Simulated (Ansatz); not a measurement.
# YAlSe3 (model cell, started as cubic perovskite with Al in the octahedra): following an unstable mode, part 3 of 3

Wanted: the energy along a soft mode of YAlSe3 (model cell, started as cubic perovskite with Al in the octahedra) and the structure at the end.

Ansatz 0.2.0; DFT PBEsol, scalar-relativistic, plane waves, PAW; PAW set soft_1.

So far. Step 5 (Energy along the mode, all amplitudes (two of the runs …): The lowest of the steps tried is the last one, at 0.6 Å, 207 meV/atom below the parent; the bottom of the well need not coincide with a step. Step 7 (The new phase in its own primitive cell): The largest force component left is 0.036 meV/Å and the pressure is 0.001 GPa, within the tolerances set. The cell now holds 22.24 Å³/atom. The relaxed cell has a = 6.631, c = 5.057 Å (conventional setting).

The structure was built from a prototype and need not be the compound's stable phase.

### Step 8. Modes of the new phase, k-mesh 6×6×8

A relaxed structure may still be a saddle point, so its zone-centre modes are computed. No field response is asked, since the mesh shows no gap.

File input.yaml:

```yaml
crystal:
  lattice:
    - [6.6313666082, 0.0, 0.0]
    - [0.0, 6.6313666082, 0.0]
    - [0.0, 0.0, 5.0569577696]
  atoms:
    - { symbol: "Y", position: [0.5, 0.0, 0.0] }
    - { symbol: "Y", position: [0.0, 0.5, 0.0] }
    - { symbol: Al, position: [0.0, 0.0, 0.5] }
    - { symbol: Al, position: [0.5, 0.5, 0.5] }
    - { symbol: Se, position: [0.6690837489, 0.1690837489, 0.5] }
    - { symbol: Se, position: [0.3309162511, 0.8309162511, 0.5] }
    - { symbol: Se, position: [0.8309162511, 0.6690837489, 0.5] }
    - { symbol: Se, position: [0.1690837489, 0.3309162511, 0.5] }
    - { symbol: Se, position: [0.0, 0.0, 0.0] }
    - { symbol: Se, position: [0.5, 0.5, 0.0] }
kpoints:
  mp_grid: { grid: [6, 6, 8] }
hamiltonian:
  xc: pbesol
  pseudopotentials: { kind: paw, azcp: { folder: soft_1 }, xc_functional: pbe }
scf:
  occupations: { method: methfessel_paxton, width: 0.2 }
output:
  eigenvalues: true
phonons:
  method: dfpt
```

Launch:

```console
$ ansatz run input.yaml --threads 4 --pin off --max-ram 16384MiB --backend cpu --events-out ev --progress --plain --runs-dir out
```

Numbers of over 12 decimals in the logs are rounded to 6 here.

The log of the run:

```text
zone centre: on kpoints.mp_grid the ground state, and the responses unless they are solved on pairs of k-points, stand on 100 of the mesh's 288 k-points, reduced under 2 symmetry operations, with k and −k counted as one. Each operation leaves every solved displacement unchanged or reverses it
[...]
Crystal: 10 atoms, lattice volume = 222.380 Å³
Basis set: ecut = 420 eV, 4289 PW (Γ), exchange–correlation on 96×96×72 points (8 copies of the dense FFT grid, shifted against one another)
Bands: 75, of which v1, the nominal top of the filled ones, is band 62 counted from 1 (61 counted from 0)
Symmetry: 16 space group operations
k-points: 100 of 288 (irreducible under 2 space group operations, time reversal used)
[...]
SCF iter   1: F=—  HF=-41196.637969 eV  |F-HF|=—  |Δ(HF+E_count)|=         —  Δρ=3.71e-2  dr2=4.74e0  ethr=3.10e-3  ⟨swp⟩=6.4  Hψ=28326  notcnv=0
[...]
SCF iter  15: F=-41195.407532 eV  HF=-41195.407532 eV  |F-HF|=0.00e0  |Δ(HF+E_count)|=    0.00e0  S|Δr|=    0.00e0  Δρ=3.25e-8  dr2=2.41e-12  ethr=1.00e-12  ⟨swp⟩=5.0  Hψ=31385  notcnv=0
SCF 1 converged in 15 iterations: F = -41195.407532 eV  dr2 = 2.41e-12
[...]
DFPT response loops at Γ: preconditioner auto → Kerker (q_TF=auto, 2.475 Å⁻¹) (partly filled bands, converged f_vac=0.000); β = 1.00, the filter's whole step (`scf.mixing.beta` (0.50) is not read by the response loops under this deck's `scf.mixing.preconditioner`; to damp them name `kerker` or `kerker_dos`, under which they read `scf.mixing.beta`, and type it under 1.00, their step now; both keys bind the ground state too); Broyden in place of MSR1
SCF converged after 15 iterations
[...]
Free energy (F): -41195.407532 eV
[...]
Internal energy: -41195.410172 eV  (E = F + TS)
E sigma→0 (E₀):  -41195.408192 eV
Entropy (-TS):   0.002640 eV (0.264 meV/atom)
Fermi energy:    9.664290 eV
[...]
--- Band table (eV; the first three rows and the last of 100) ---
  k-point 0: bands = [... 58 lower, 8.0809, 8.5371, 9.5990, 9.6524, 9.6524, 10.1971, 10.6495, 10.6495, ... 9 higher]
  k-point 1: bands = [... 58 lower, 8.0736, 8.1350, 9.5638, 9.5638, 9.7386, 10.3493, 10.9184, 10.9184, ... 9 higher]
  k-point 2: bands = [... 58 lower, 8.1501, 8.1501, 9.3650, 9.3650, 10.1425, 10.3395, 11.1726, 11.4027, ... 9 higher]
  k-point 99: bands = [... 58 lower, 8.1282, 8.1282, 8.8703, 8.8703, 10.8941, 10.8941, 11.5334, 11.5334, ... 9 higher]
--- Phonons (Γ-DFPT): 8 representative perturbations + reference, on 100 of 288 k-points (Σ response iterations 30) ---
  k mesh reduced under 2 symmetry operations, with k and −k counted as one. Each operation leaves every solved displacement unchanged or reverses it
  ASR residual: 8.240e-5 → 0.000e0 eV/Å²; symmetrization residual: 6.578e-6 eV/Å²
  ASR residual per site (eV/Å²): 1.59e-5 1.59e-5 4.42e-5 4.42e-5 1.31e-5 1.31e-5 1.31e-5 1.31e-5 8.24e-5 8.24e-5
  Γ frequencies (cm⁻¹): -105.48 -105.48 -93.06 -93.06 -27.84 -26.29 -26.29 0.00 0.00 0.00 78.88 78.88 82.63 115.72 123.24 123.24 125.95 129.26 129.26 140.57 150.59 154.02 187.73 217.61 239.78 247.11 314.24 314.24 323.11 323.11
  non-analytic LO–TO correction: not included (Born effective charges unavailable; polar crystals: no LO–TO splitting at Γ)
```

Run time: 10 min. Hardware: 4 threads of Arm Neoverse V1, shared host; peak memory 4.9 GiB.

Numbers from this step:

```
sum-rule residual before enforcement                    : 8.24e-5 eV/Å²
point group                                             : 4/mmm
highest optical mode at the zone centre (no LO-TO term) : 323.1 cm⁻¹
lowest optical zone-centre mode                         : -105.5 cm⁻¹
```

Patterns of degenerate modes are one choice out of their space. The modes at Γ (shares of kinetic energy by element, %) (negative means imaginary):

```
mode  frequency (cm⁻¹)  symmetry  Y %  Al %  Se %
   1            -105.5        Eu   62     0    38
   2            -105.5        Eu   62     0    38
   3             -93.1        Eu   50     0    50
   4             -93.1        Eu   50     0    50
   5             -27.8       B1u   45     0    55
   6             -26.3        Eu   20     2    77
   7             -26.3        Eu   20     2    77
   8               0.0  acoustic   25     8    67
   9               0.0  acoustic   25     8    67
  10               0.0  acoustic   25     8    67
  11              78.9        Eu   26    15    59
  12              78.9        Eu   26    15    59
  13              82.6       A2u   55    19    26
  14             115.7       A1u    0    45    55
  15             123.2        Eg    0     0   100
  16             123.2        Eg    0     0   100
  17             126.0       A2u   19    26    55
  18             129.3        Eu   16    13    70
  19             129.3        Eu   16    13    70
  20             140.6       B1u   55     0    45
  21             150.6       B1g    0     0   100
  22             154.0       A1g    0     0   100
  23             187.7       B2g    0     0   100
  24             217.6       A2g    0     0   100
  25             239.8       A1u    0    55    45
  26             247.1       A2u    0    47    52
  27             314.2        Eu    0    74    26
  28             314.2        Eu    0    74    26
  29             323.1        Eu    0    88    12
  30             323.1        Eu    0    88    12
```

Displacements in mode 2 (-105.5 cm⁻¹), the largest set to 1:
```
Y1   1.00 -0.67  0.00
Y2  -0.74 -0.03  0.00
Al3  0.07  0.09  0.00
Al4 -0.11  0.03  0.00
Se5 -0.04  0.09  0.00
Se6 -0.04  0.09  0.00
Se7 -0.02  0.08  0.00
Se8 -0.02  0.08  0.00
Se9 -0.82 -0.07  0.00
Se10 0.67  0.48  0.00
```

Displacements in mode 19 (129.3 cm⁻¹), the largest set to 1:
```
Y1  -0.65 -0.41  0.00
Y2   0.50 -0.02  0.00
Al3  0.33 -1.00  0.00
Al4 -0.87 -0.59  0.00
Se5  0.90  0.54  0.00
Se6  0.90  0.54  0.00
Se7 -0.73 -0.02  0.00
Se8 -0.73 -0.02  0.00
Se9 -0.61  0.21  0.00
Se10 0.61 -0.21  0.00
```

Before it was imposed, the acoustic sum rule was missed by 8.2e-5 eV/Å². Small misses are needed for a sound result but don't prove that mesh and cutoff are converged. The lowest optical mode is imaginary, 105.5i cm⁻¹, so the energy falls along it.

### Step 9. The phases reached

The phases reached along the modes that were followed are set side by side.

Energies are those of the first relaxation, on the mesh of the frozen mode; space group, volume and gap are those of the last relaxation. Phases, by row:

```
                   mode frozen in  space group  energy from parent (meV/atom)  volume (Å³/atom)  gap on mesh (eV)  lowest zone-centre optical mode (cm⁻¹)  largest shift (Å)
                           parent        Pm-3m                              0             22.57                 0                                       –                  –
q = (-0.5, -0.5, -0.5), 167i cm⁻¹       I4/mcm                         -291.5             22.11             0.207                                  -105.1              0.768
q = (-0.5, -0.5, -0.5), 167i cm⁻¹         R-3c                         -365.6             22.25               0.7                                   -96.5               0.73
q = (-0.5, -0.5, -0.5), 167i cm⁻¹         Imma                         -381.1             22.89             0.608                                   -85.9              0.811
   q = (0, -0.5, -0.5), 145i cm⁻¹       P4/mbm                         -256.1             22.24                 0                                  -105.5              0.759
```

### Step 10. What came out

```
unstable mode of the parent                                                      : q = (0, -0.5, -0.5), 145i cm⁻¹
depth at the lowest point sampled                                                : 207 meV/atom
largest atomic shift at that point                                               : 0.6 Å
space group reached (within 0.01 Å)                                              : P4/mbm
energy gained over the parent (first relaxation, on the mesh of the frozen mode) : 256 meV/atom
volume per atom, phase reached                                                   : 22.2 Å³
lowest optical zone-centre mode, phase reached                                   : -105 cm⁻¹
highest optical mode at the zone centre (no LO-TO term), phase reached           : 323 cm⁻¹
```

What this shows: Along this mode the structure falls into P4/mbm, 256 meV/atom below the parent. At the parent's cell the well is 207.4 meV/atom deep on the steps tried, with its lowest point at a shift of 0.6 Å. That is the last step tried, so the steps alone don't bracket the bottom of the well. Relaxing atoms and cell changes the gain by +48.74 meV/atom against the lowest step (energies at zero smearing). The new phase still has an imaginary mode at the zone centre of its cell, so it is a saddle point on the way to a lower structure. Of the 4 patterns followed to their end from this parent, this one ends 125 meV/atom above the lowest, Imma. Each path keeps the symmetry of its pattern, so a lower phase may lie along a pattern not tried. With no gap, or one that is small against the smearing, the frequencies hang on the k mesh and the smearing, most of all near Kohn anomalies. A semilocal functional can close a gap that the real compound would have, so the metallic treatment may be an artefact of the level. The PAW files were made for PBE and serve the other functionals too. The starting cell was built on a prototype and not taken from a measurement, so the phase need not exist.

[Logs are printed without paths, hosts, clocks, repeated set-up lines and the standing remarks that a program may print on its own settings, such as how far it seeks lower states.]

[Hosts, paths, dates, database ids (printed as entryN), source tags and the programs' standing remarks are cut or masked in the printed files.]
